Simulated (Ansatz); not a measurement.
# Phonons of Te2Mo (P6_3/mmc) against volume, part 3 of 4

Aim: how do the optical modes of Te2Mo (P6_3/mmc) move with volume?

Ansatz 0.2.0; DFT LDA, scalar-relativistic, plane waves, PAW; PAW set soft_1.

So far, mean high-frequency dielectric constant: step 4 (zone-centre response at rest) 17.4.

In doubt: the program warns that the response may not be converged on this k-mesh (steps 6, 8), which bears on the force constants and all frequencies.

### Step 5. Relaxation of a member: 1.06 times the volume at rest

The cell is set to 1.06 times the volume at rest, and shape and atoms relax at that volume.

input.yaml reads:

```yaml
crystal:
  lattice:
    - [3.5135798722, 0.0, 0.0]
    - [-1.7567899361, 3.0428494275, 0.0]
    - [0.0, 0.0, 14.2688862055]
  atoms:
    - { symbol: Mo, position: [0.3333333333, 0.6666666667, 0.25] }
    - { symbol: Mo, position: [0.6666666667, 0.3333333333, 0.75] }
    - { symbol: Te, position: [0.3333333333, 0.6666666667, 0.6235633465] }
    - { symbol: Te, position: [0.6666666667, 0.3333333333, 0.1235633465] }
    - { symbol: Te, position: [0.3333333333, 0.6666666667, 0.8764366535] }
    - { symbol: Te, position: [0.6666666667, 0.3333333333, 0.3764366535] }
kpoints:
  mp_grid: { grid: [9, 9, 2] }
hamiltonian:
  xc: lda
  pseudopotentials: { kind: paw, azcp: { folder: soft_1 }, xc_functional: pbe }
scf:
  occupations: { method: gaussian, width: 0.02 }
output:
  forces: true
  stress: true
  eigenvalues: true
relax:
  adjacent_minimum: "off"
  f_tol: 0.001
  max_steps: 60
  cell: { stress_tol: 0.01, fix: [volume] }
```

Launch:

```sh
$ ansatz run input.yaml --threads 8 --pin off --max-ram 16384MiB --backend cpu --events-out ev --progress --plain --runs-dir out
```

Numbers of over 12 decimals in the logs are rounded to 6 here.

The log of the run:

```text
[...]
Crystal: 6 atoms, lattice volume = 152.553 Å³
Basis set: ecut = 420 eV, 2969 PW (Γ)
Bands: 56, of which v1, the nominal top of the filled ones, is band 46 counted from 1 (45 counted from 0)
Symmetry: 24 space group operations
[...]
k-points: 24 of 162
[...]
cell:  # Å, volume = 152.5529 Å³
    - [3.496371, 0, 0.0]
    - [-1.748185, 3.027946, 0.0]
    - [0.0, 0.0, 14.409695]
  atoms:
    - { symbol: Mo, position: [0.333333, 0.666667, 0.250000] }
    - { symbol: Mo, position: [0.666667, 0.333333, 0.75] }
    - { symbol: Te, position: [0.333333, 0.666667, 0.625669] }
    - { symbol: Te, position: [0.666667, 0.333333, 0.125669] }
    - { symbol: Te, position: [0.333333, 0.666667, 0.874331] }
    - { symbol: Te, position: [0.666667, 0.333333, 0.374331] }
[key lines of the parts left out:]
SCF converged after 7 iterations
Free energy (F): -36996.561202 eV
Fermi energy:    12.176787 eV
P = ⅓ Tr σ = -1.4503 GPa (-14.503 kbar)
```

Elapsed: 19 s, on 8 threads of Arm Neoverse N1, shared host; peak memory 0.71 GiB; 2.2 min of CPU time.

Step by step:

| step | energy less that of the first step (eV) | largest force component (eV/Å) | pressure (GPa) | volume (Å³) |
| --- | --- | --- | --- | --- |
| 1 | 0.0000 | 0.2667 | -3.02 | 152.55 |
| 2 | 0.0636 | 0.7769 | 1.90 | 152.55 |
| 3 | -0.0140 | 0.0366 | -1.60 | 152.55 |
| 4 | -0.0142 | 0.0069 | -1.44 | 152.55 |
| 5 | -0.0142 | 0.0000 | -1.45 | 152.55 |
| 6* | -0.0142 | 0.0000 | -1.45 | 152.55 |

Relaxation steps marked * repeat the geometry before them on a plane-wave basis chosen anew for their cell, so energy and pressure can jump there. Relaxation step 2 was tried and not accepted.

Forces are held to the 24 operations that the run works with; a distortion that breaks them can't arise in this run.

```csv
"conventional cell, symmetrised",before,after,change
a (Å),3.514,3.496,-0.5 %
b (Å),3.514,3.496,-0.5 %
c (Å),14.269,14.410,+1.0 %
volume (Å³/atom),25.43,25.43,-0.0 %
```

The atoms that moved most (Å, as changes of fractional coordinates times the final cell):

```csv
atom,dx,dy,dz,length
Te6,0.000,0.000,-0.030,0.030
Te5,0.000,0.000,-0.030,0.030
Te4,0.000,0.000,0.030,0.030
Te3,0.000,0.000,0.030,0.030
```

This step gave:

```yaml
pressure: -1.450 GPa
gap_on_the_k_mesh: 0.9287 eV
volume_per_atom: 25.43 Å³
```

The largest force component left is 0.024 meV/Å, at a pressure of -1.45 GPa.

### Step 6. Zone-centre modes of the member: 1.06 times the volume at rest

The zone-centre modes follow for 1.06 times the volume at rest, with the response to a field.

input.yaml reads:

```yaml
crystal:
  lattice:
    - [3.4963706757, 0.0, 0.0]
    - [-1.7481853379, 3.0279458262, 0.0]
    - [0.0, 0.0, 14.4096952925]
  atoms:
    - { symbol: Mo, position: [0.3333333333, 0.6666666667, 0.25] }
    - { symbol: Mo, position: [0.6666666667, 0.3333333333, 0.75] }
    - { symbol: Te, position: [0.3333333333, 0.6666666667, 0.6256686833] }
    - { symbol: Te, position: [0.6666666667, 0.3333333333, 0.1256686833] }
    - { symbol: Te, position: [0.3333333333, 0.6666666667, 0.8743313167] }
    - { symbol: Te, position: [0.6666666667, 0.3333333333, 0.3743313167] }
kpoints:
  mp_grid: { grid: [9, 9, 2] }
hamiltonian:
  xc: lda
  pseudopotentials: { kind: paw, azcp: { folder: soft_1 }, xc_functional: pbe }
scf:
  occupations: { method: fixed }
output:
  eigenvalues: true
phonons:
  method: dfpt
  dielectric: true
  rigid_motions: translations
```

The log of the run:

```text
[...]
Crystal: 6 atoms, lattice volume = 152.553 Å³
Basis set: ecut = 420 eV, 2971 PW (Γ), exchange–correlation on 48×48×200 points (8 copies of the dense FFT grid, shifted against one another)
Bands: 56, of which v1, the nominal top of the filled ones, is band 46 counted from 1 (45 counted from 0)
Symmetry: 24 space group operations
k-points: 50 of 162 (irreducible under 2 space group operations, time reversal used)
[...]
SCF iter   1: F=—  HF=-36998.248797 eV  |F-HF|=—  |Δ(HF+E_count)|=         —  Δρ=5.52e-2  dr2=6.61e0  ethr=3.10e-3  ⟨swp⟩=5.0  Hψ=9076  notcnv=0  defer=333
[...]
SCF iter  11: F=-36996.561203 eV  HF=-36996.561203 eV  |F-HF|=1.46e-11  |Δ(HF+E_count)|=  2.98e-10  Δρ=1.68e-7  dr2=4.96e-11  ethr=1.00e-12  ⟨swp⟩=13.5  Hψ=18887  notcnv=0
SCF 1 converged in 11 iterations: F = -36996.561203 eV  dr2 = 4.96e-11
[...]
Bands: 47, of which v1, the nominal top of the filled ones, is band 46 counted from 1 (45 counted from 0)
k-points: 112 of 784 (irreducible under 8 space group operations)
[...]
Eigensolver: Dense (112 Hₖ)
SCF iter   1: F=—  HF=-36996.196247 eV  |F-HF|=—  |Δ(HF+E_count)|=         —  Δρ=3.58e-4  dr2=1.23e-4  ethr=1.00e-1
[...]
SCF iter   6: F=-36996.196229 eV  HF=-36996.196229 eV  |F-HF|=4.48e-9  |Δ(HF+E_count)|=   2.44e-8  Δρ=1.79e-6  dr2=1.31e-8  ethr=1.09e-10
SCF 1 converged in 6 iterations: F = -36996.196229 eV  dr2 = 1.31e-8
[...]
SCF converged after 11 iterations
Free energy (F): -36996.561203 eV
[...]
Internal energy: -36996.561203 eV  (E = F + TS)
E sigma→0 (E₀):  -36996.561203 eV
Fermi energy:    11.712678 eV
[...]
--- Band table (eV; the first three rows and the last of 50) ---
  k-point 0: bands = [... 42 lower, 10.7923, 10.7923, 11.1492, 11.6906, 14.8337, 14.8337, 14.9174, 14.9174, ... 6 higher]
  k-point 1: bands = [... 42 lower, 10.7821, 10.7821, 11.5628, 11.5628, 14.8641, 14.8641, 14.8641, 14.8641, ... 6 higher]
  k-point 2: bands = [... 42 lower, 10.7422, 10.7938, 11.5269, 11.5496, 14.2711, 14.2729, 14.2856, 14.3918, ... 6 higher]
  k-point 49: bands = [... 42 lower, 10.4123, 10.4123, 11.2260, 11.2260, 12.9453, 12.9453, 13.4417, 13.4417, ... 6 higher]
[...]
ASR residual: 1.871e-4 → 0.000e0 eV/Å²; symmetrization residual: 2.703e-5 eV/Å²
  ASR residual per site (eV/Å²): 1.87e-4 1.87e-4 5.99e-5 5.99e-5 5.99e-5 5.99e-5
[...]
ε∞ (high-frequency dielectric tensor):
       19.134526    -0.000000     0.000000
       -0.000000    19.134526     0.000000
        0.000000     0.000000     8.977534
  ε⁰ (static dielectric tensor: ions relaxed, cell fixed):
       20.873244    -0.000000    -0.000000
       -0.000000    20.873244     0.000000
       -0.000000     0.000000     9.216223
  ε⁰ − ε∞ (ionic part):
        1.738718    -0.000000    -0.000000
       -0.000000     1.738718     0.000000
       -0.000000     0.000000     0.238689
[...]
Born effective charges Z* (e; rows j = field, columns β = displacement):
    site 0:
        -3.26220    0.00000   -0.00000
         0.00000   -3.26220    0.00000
        -0.00000    0.00000   -1.47192
    site 1:
        -3.26220    0.00000   -0.00000
         0.00000   -3.26220    0.00000
        -0.00000    0.00000   -1.47192
    site 2:
         1.63110   -0.00000    0.00000
        -0.00000    1.63110   -0.00000
         0.00000    0.00000    0.73596
    site 3:
         1.63110   -0.00000    0.00000
        -0.00000    1.63110   -0.00000
        -0.00000    0.00000    0.73596
    site 4:
         1.63110   -0.00000   -0.00000
        -0.00000    1.63110    0.00000
         0.00000   -0.00000    0.73596
    site 5:
         1.63110   -0.00000   -0.00000
        -0.00000    1.63110    0.00000
         0.00000   -0.00000    0.73596
  Z* charge neutrality: 1.533e-2 e pre-enforcement
  solved inside a basis spanned on kpoints, on 14×14×4 k-points, its susceptibility summed on 16×16×4: ε∞ is read to err by 1.0e-1, Z* by 2.7e-2 e (field_mesh: kpoints solves on kpoints); Z* is corrected for what the basis lacks
  optical modes at Γ without the LO–TO term, one row a degenerate level:
      ω (cm⁻¹)  modes    IR ((D/Å)²/amu)
         17.90      1             0.0000
         18.97      2             0.0000
        118.30      2             0.0000
        119.19      2             0.0000
        173.38      1             0.0000
        173.61      1             0.0000
        237.96      2            14.0835
        238.08      2             0.0000
        289.78      1             1.4336
        293.79      1             0.0000
  optical modes at Γ + LO–TO along q̂ = [1.0000, 0.0000, 0.0000]:
      ω (cm⁻¹)  modes    IR ((D/Å)²/amu)
         17.90      1             0.0000
         18.97      2             0.0000
        118.30      2             0.0000
[...]
optical modes at Γ + LO–TO along q̂ = [0.0000, 1.0000, 0.0000]:
      ω (cm⁻¹)  modes    IR ((D/Å)²/amu)
[...]
289.78      1             1.4336
        293.79      1             0.0000
  optical modes at Γ + LO–TO along q̂ = [0.0000, 0.0000, 1.0000]:
      ω (cm⁻¹)  modes    IR ((D/Å)²/amu)
         17.90      1             0.0000
         18.97      2             0.0000
        118.30      2             0.0000
        119.19      2             0.0000
        173.38      1             0.0000
        173.61      1             0.0000
        237.96      2            14.0835
        238.08      2             0.0000
        293.61      1             1.4336
        293.79      1             0.0000
```

Wall time 2.8 min (8 threads); peak memory 2.2 GiB.

Numbers from this step:

```
sum-rule residual before enforcement                    : 1.87e-4 eV/Å²
miss of the charge sum rule                             : 0.01533 e
estimated error of the dielectric tensor                : 0.1010
estimated error of the Born charges                     : 0.02691 e
highest optical mode at the zone centre (no LO-TO term) : 293.8 cm⁻¹
lowest optical zone-centre mode                         : 17.9 cm⁻¹
mean high-frequency dielectric constant                 : 15.75
largest Born charge (third of the trace)                : -2.665 e
mean static dielectric constant                         : 16.99
top of the zone-centre spectrum with the field          : 293.8 cm⁻¹
```

Without the LO-TO term. Patterns of degenerate modes are one choice out of their space. The modes at Γ (shares of kinetic energy by element, %):

```csv
mode,frequency (cm⁻¹),symmetry,Mo %,Te %
1,0.0,acoustic,27,73
2,0.0,acoustic,27,73
3,0.0,acoustic,27,73
4,17.9,B1g,27,73
5,19.0,E2g,27,73
6,19.0,E2g,27,73
7,118.3,E2u,0,100
8,118.3,E2u,0,100
9,119.2,E1g,0,100
10,119.2,E1g,0,100
11,173.4,B2u,0,100
12,173.6,A1g,0,100
13,238.0,E1u,73,27
14,238.0,E1u,73,27
15,238.1,E2g,73,27
16,238.1,E2g,73,27
17,289.8,A2u,73,27
18,293.8,B1g,73,27
```

Transverse modes. Lines of the infrared spectrum (strongest = 100):

```
position (cm⁻¹)  lines merged  relative intensity
             18             1                 0.0
             19             1                 0.0
            118             1                 0.0
            119             1                 0.0
            173             1                 0.0
            174             1                 0.0
            238             2                 100
            290             1                  10
            294             1                 0.0
```

Without the LO-TO term the lowest optical mode is real, 17.9 cm⁻¹, and the highest lies at 293.8 cm⁻¹.

The log warns of the k mesh: “the force constants stand on the 9×9×2 k-mesh, whose period is 13.21 times the interband length at k = (0.1111, 0.1111, 0.0000), direct gap 1.860 eV, under 14: take them and everything formed from them as unconverged”. So the frequencies of this run count as unconverged too.

### Step 7. Relaxation of a member: 0.9 times the volume at rest

The cell is set to 0.9 times the volume at rest, and shape and atoms relax at that volume.

input.yaml reads:

```yaml
crystal:
  lattice:
    - [3.381251871, 0.0, 0.0]
    - [-1.6906259355, 2.9282500169, 0.0]
    - [0.0, 0.0, 13.0819153383]
  atoms:
    - { symbol: Mo, position: [0.3333333333, 0.6666666667, 0.25] }
    - { symbol: Mo, position: [0.6666666667, 0.3333333333, 0.75] }
    - { symbol: Te, position: [0.3333333333, 0.6666666667, 0.612967639] }
    - { symbol: Te, position: [0.6666666667, 0.3333333333, 0.112967639] }
    - { symbol: Te, position: [0.3333333333, 0.6666666667, 0.887032361] }
    - { symbol: Te, position: [0.6666666667, 0.3333333333, 0.387032361] }
kpoints:
  mp_grid: { grid: [9, 9, 2] }
hamiltonian:
  xc: lda
  pseudopotentials: { kind: paw, azcp: { folder: soft_1 }, xc_functional: pbe }
scf:
  occupations: { method: gaussian, width: 0.02 }
output:
  forces: true
  stress: true
  eigenvalues: true
relax:
  adjacent_minimum: "off"
  f_tol: 0.001
  max_steps: 60
  cell: { stress_tol: 0.01, fix: [volume] }
```

The log of the run:

```text
[...]
Crystal: 6 atoms, lattice volume = 129.526 Å³
Basis set: ecut = 420 eV, 2527 PW (Γ)
Bands: 56, of which v1, the nominal top of the filled ones, is band 46 counted from 1 (45 counted from 0)
Symmetry: 24 space group operations
[...]
k-points: 24 of 162
[...]
cell:  # Å, volume = 129.5260 Å³
    - [3.384115, 0, 0]
    - [-1.692057, 2.930729, 0]
    - [2.0477970590247616e-19, 0, 13.059791]
  atoms:
    - { symbol: Mo, position: [0.333333, 0.666667, 0.25] }
    - { symbol: Mo, position: [0.666667, 0.333333, 0.75] }
    - { symbol: Te, position: [0.333333, 0.666667, 0.611510] }
    - { symbol: Te, position: [0.666667, 0.333333, 0.111510] }
    - { symbol: Te, position: [0.333333, 0.666667, 0.888490] }
    - { symbol: Te, position: [0.666667, 0.333333, 0.388490] }
[key lines of the parts left out:]
SCF converged after 8 iterations
Free energy (F): -36996.343084 eV
Fermi energy:    15.330188 eV
P = ⅓ Tr σ = 6.9840 GPa (69.840 kbar)
```

Wall time 17 s (8 threads); peak memory 0.67 GiB; 2 min of CPU time.

Step by step:

```csv
step,energy less that of the first step (eV),largest force component (eV/Å),pressure (GPa),volume (Å³)
1,0.0000,0.3175,8.27,129.53
2,0.0975,0.9233,3.45,129.53
3,-0.0112,0.0267,6.90,129.53
4,-0.0107,0.0008,6.96,129.53
5,-0.0115,0.0002,6.98,129.53
6*,-0.0115,0.0002,6.98,129.53
```

Relaxation steps marked * repeat the geometry before them on a plane-wave basis chosen anew for their cell, so energy and pressure can jump there. Relaxation steps 2, 4 were tried and not accepted.

Forces are held to the 24 operations that the run works with; a distortion that breaks them can't arise in this run.

```
conventional cell, symmetrised  before   after  change
                         a (Å)   3.381   3.384  +0.1 %
                         b (Å)   3.381   3.384  +0.1 %
                         c (Å)  13.082  13.060  -0.2 %
              volume (Å³/atom)   21.59   21.59  -0.0 %
```

The atoms that moved most (Å, as changes of fractional coordinates times the final cell):

```
atom     dx     dy      dz  length
 Te6  0.000  0.000   0.019   0.019
 Te5  0.000  0.000   0.019   0.019
 Te4  0.000  0.000  -0.019   0.019
 Te3  0.000  0.000  -0.019   0.019
```

The relaxed structure:

```cif
data_structure
_symmetry_space_group_name_H-M 'P 1'
_symmetry_Int_Tables_number 1
_cell_length_a 3.3841
_cell_length_b 3.3841
_cell_length_c 13.0598
_cell_angle_alpha 90.000
_cell_angle_beta 90.000
_cell_angle_gamma 120.000
_cell_volume 129.53
loop_
_atom_site_label
_atom_site_type_symbol
_atom_site_fract_x
_atom_site_fract_y
_atom_site_fract_z
_atom_site_occupancy
Mo1 Mo 0.33333 0.66667 0.25000 1
Mo2 Mo 0.66667 0.33333 0.75000 1
Te3 Te 0.33333 0.66667 0.61151 1
Te4 Te 0.66667 0.33333 0.11151 1
Te5 Te 0.33333 0.66667 0.88849 1
Te6 Te 0.66667 0.33333 0.38849 1
```

This step gave:

| Quantity | Value |
| --- | --- |
| pressure | 6.984 GPa |
| gap on the k-mesh | 0.2611 eV |
| volume per atom | 21.59 Å³ |

The largest force component left is 0.20 meV/Å, at a pressure of 6.98 GPa.

### Step 8. Modes of this member: 0.9 times the volume at rest

The zone-centre modes follow for 0.9 times the volume at rest, with the response to a field.

input.yaml reads:

```yaml
crystal:
  lattice:
    - [3.3841147407, 0.0, 0.0]
    - [-1.6920573703, 2.9307293348, 0.0]
    - [0.0, 0.0, 13.0597908066]
  atoms:
    - { symbol: Mo, position: [0.3333333333, 0.6666666667, 0.25] }
    - { symbol: Mo, position: [0.6666666667, 0.3333333333, 0.75] }
    - { symbol: Te, position: [0.3333333333, 0.6666666667, 0.6115101723] }
    - { symbol: Te, position: [0.6666666667, 0.3333333333, 0.1115101723] }
    - { symbol: Te, position: [0.3333333333, 0.6666666667, 0.8884898277] }
    - { symbol: Te, position: [0.6666666667, 0.3333333333, 0.3884898277] }
kpoints:
  mp_grid: { grid: [9, 9, 2] }
hamiltonian:
  xc: lda
  pseudopotentials: { kind: paw, azcp: { folder: soft_1 }, xc_functional: pbe }
scf:
  occupations: { method: fixed }
output:
  eigenvalues: true
phonons:
  method: dfpt
  dielectric: true
  rigid_motions: translations
```

The log of the run:

```text
[...]
Crystal: 6 atoms, lattice volume = 129.526 Å³
Basis set: ecut = 420 eV, 2527 PW (Γ), exchange–correlation on 48×48×180 points (8 copies of the dense FFT grid, shifted against one another)
Bands: 56, of which v1, the nominal top of the filled ones, is band 46 counted from 1 (45 counted from 0)
Symmetry: 24 space group operations
k-points: 50 of 162 (irreducible under 2 space group operations, time reversal used)
[...]
ω (cm⁻¹)  modes    IR ((D/Å)²/amu)
[...]
optical modes at Γ + LO–TO along q̂ = [0.0000, 1.0000, 0.0000]:
      ω (cm⁻¹)  modes    IR ((D/Å)²/amu)
[...]
optical modes at Γ + LO–TO along q̂ = [0.0000, 0.0000, 1.0000]:
      ω (cm⁻¹)  modes    IR ((D/Å)²/amu)
[...]
247.18      2            15.2412
        247.32      2             0.0000
        303.12      1             3.2604
        309.05      1             0.0000
[key lines of the parts left out:]
SCF converged after 11 iterations
Free energy (F): -36996.343085 eV
Fermi energy:    15.199650 eV
```

Wall time 4.3 min (8 threads); peak memory 5.1 GiB.

This step gave:

```
sum-rule residual before enforcement                    : 8.58e-5 eV/Å²
miss of the charge sum rule                             : 0.008479 e
estimated error of the dielectric tensor                : 0.09069
estimated error of the Born charges                     : 0.04555 e
highest optical mode at the zone centre (no LO-TO term) : 309.1 cm⁻¹
lowest optical zone-centre mode                         : 45.31 cm⁻¹
mean high-frequency dielectric constant                 : 20.63
largest Born charge (third of the trace)                : -3.002 e
mean static dielectric constant                         : 22.20
top of the zone-centre spectrum with the field          : 309.1 cm⁻¹
```

Without the LO-TO term. Patterns of degenerate modes are one choice out of their space. The modes at Γ (shares of kinetic energy by element, %):

```csv
mode,frequency (cm⁻¹),symmetry,Mo %,Te %
1,0.0,acoustic,27,73
2,0.0,acoustic,27,73
3,0.0,acoustic,27,73
4,45.3,E2g,27,73
5,45.3,E2g,27,73
6,71.5,B1g,28,72
7,122.9,E2u,0,100
8,122.9,E2u,0,100
9,128.8,E1g,0,100
10,128.8,E1g,0,100
11,180.0,B2u,0,100
12,193.7,A1g,0,100
13,247.2,E1u,73,27
14,247.2,E1u,73,27
15,247.3,E2g,73,27
16,247.3,E2g,73,27
17,298.3,A2u,73,27
18,309.1,B1g,72,28
```

Transverse modes. Infrared lines, with heights relative to the strongest:

```csv
position (cm⁻¹),lines merged,relative intensity
45,1,0.0
72,1,0.0
123,1,0.0
129,1,0.0
180,1,0.0
194,1,0.0
247,2,100
298,1,21
309,1,0.0
```

Without the LO-TO term the lowest optical mode is real, 45.3 cm⁻¹, and the highest lies at 309.1 cm⁻¹.

The log warns of the k mesh: “the force constants stand on the 9×9×2 k-mesh, whose period is 9.69 times the interband length at k = (0.3333, 0.3333, 0.0000), direct gap 0.656 eV, under 14: take them and everything formed from them as unconverged”. So the frequencies of this run count as unconverged too.

(Continued in part 4 of 4.)

[Logs are printed without paths, hosts, clocks, repeated set-up lines and the standing remarks that a program may print on its own settings, such as how far it seeks lower states.]

[Hosts, paths, dates, database ids (printed as entryN), source tags and the programs' standing remarks are cut or masked in the printed files.]
